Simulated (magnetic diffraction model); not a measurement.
**CaYb below its ordering temperature**

Space group Amm2 (no. 38), a = 6.0130 Å, b = 3.9090 Å, c = 18.3540 Å.

| site | atom | x | y | z |
| --- | --- | --- | --- | --- |
| 2b | Yb | 1/2 | 1/2 | 0.2988 |
| 2a | Yb | 0 | 1/2 | 0.1492 |
| 2a | Yb | 0 | 1/2 | 0.4864 |
| 2b | Ca | 1/2 | 0 | 0.4651 |
| 2b | Ca | 1/2 | 0 | 0.1145 |
| 2a | Ca | 0 | 0 | 0.3206 |

This is a made-up structure (elements placed in a structure type, unrelaxed), so the numbers test the method and describe no known phase.

Only Yb is taken to order (form factors of Yb3+); orders and moment sizes are assumed, and not adapted to the symmetry. Radiation: neutrons of λ = 1.909 Å, 5° to 50°; isotropic B of 0.47 Å² (Yb) and 0.54 Å² (Ca). The intensities are simulated: I ∝ L Σ (|F_N|² + |F_M⊥|²) for unpolarised neutrons, with F_M = 2.695 fm/μB × Σ f(s) S exp(2πi Q·r) exp(−B s²) at Q = H ± k (one set where k and −k are equivalent), only the part normal to Q counting and L = 1/(sin²θ cos θ). For collinear order S is the moment m, which repeats by lattice and centring translations R with the sign exp(−2πi k·R). Form factors are spin-only for 3d ions and dipole or tabulated for f ions, scattering lengths are Sears's of 1992, and absorption is left out. A label names one of the reflections at its angle. The strongest nuclear line in the range is 100, and lines under 0.2 are left out.

Above the ordering temperature:

```tsv
2θ (°)	index	I
11.94	(0 0 2)	0.3
18.27	(1 0 0)	2.5
21.88	(1 0 2)	13.7
24.01	(0 0 4)	0.4
28.91	(0 1 1)	8.5
30.34	(1 0 4)	8.2
33.69	(0 1 3)	4.8
36.36	(0 0 6)	23.6
37.02	(2 0 0)	28.6
38.59	(1 1 3)	100.0
40.98	(1 0 6)	9.2
41.80	(0 1 5)	4.0
44.61	(2 0 4)	0.3
45.96	(1 1 5)	0.3
47.64	(2 1 1)	6.7
```

Below it (cell unchanged):

```
2θ (°)      I
 11.94    0.3
 18.27   29.6
 21.88   13.9
 24.01    0.4
 28.91    8.5
 30.34    8.4
 33.69   15.0
 34.42   12.0
 36.36   23.6
 37.02   29.2
 38.59  102.4
 39.03    4.5
 40.98   11.0
 41.80    4.2
 44.61    2.4
 45.96    4.1
 47.64    6.7
```

**Question.** Find the propagation vector, then choose among these models:
A. collinear moments along [111], 3.2 μB on Yb; signs + at (1/2, 1/2, 0.2988), − at (0, 1/2, 0.1492), − at (0, 1/2, 0.4864)
B. collinear moments along [111], 3.2 μB on Yb; signs + at (1/2, 1/2, 0.2988), + at (0, 1/2, 0.1492), + at (0, 1/2, 0.4864)
C. collinear moments along [001], 3.2 μB on Yb; signs + at (1/2, 1/2, 0.2988), + at (0, 1/2, 0.1492), + at (0, 1/2, 0.4864)
D. collinear moments along [001], 3.2 μB on Yb; signs + at (1/2, 1/2, 0.2988), − at (0, 1/2, 0.1492), − at (0, 1/2, 0.4864)

No line moves, and magnetic intensity falls on nuclear lines such as the one at 18.27°; new lines at (1 1 1) have whole indices that obey the lattice centring, at places with no nuclear intensity to speak of, so the magnetic cell equals the chemical primitive cell: k = 0.

Magnetic intensity, observed (below minus above) and for each model:

| 2θ (°) | index | observed | A | B | C | D |
| --- | --- | --- | --- | --- | --- | --- |
| 18.27 | (1 0 0) | 27.1 | 24.6 | 2.7 | 3.0 | 27.1 |
| 21.88 | (1 0 2) | 0.2 | 0.2 | 11.5 | 11.9 | 0.2 |
| 28.91 | (0 1 1) | <0.2 | <0.2 | 8.3 | 8.6 | <0.2 |
| 33.69 | (0 1 3) | 10.3 | 10.4 | 1.5 | 1.5 | 10.3 |
| 34.42 | (1 1 1) | 11.9 | 11.3 | <0.2 | <0.2 | 11.9 |
| 37.02 | (2 0 0) | 0.7 | 0.6 | 5.5 | 6.1 | 0.7 |
| 38.59 | (1 1 3) | 2.4 | 2.4 | 16.4 | 16.7 | 2.4 |
| 47.64 | (2 1 1) | <0.2 | <0.2 | 5.5 | 5.9 | <0.2 |

Model D matches.

The structure used: k = (0 0 0), collinear moments along [001], 3.2 μB on Yb; signs + at (1/2, 1/2, 0.2988), − at (0, 1/2, 0.1492), − at (0, 1/2, 0.4864).

[Logs are printed without paths, hosts, clocks, repeated set-up lines and the standing remarks that a program may print on its own settings, such as how far it seeks lower states.]
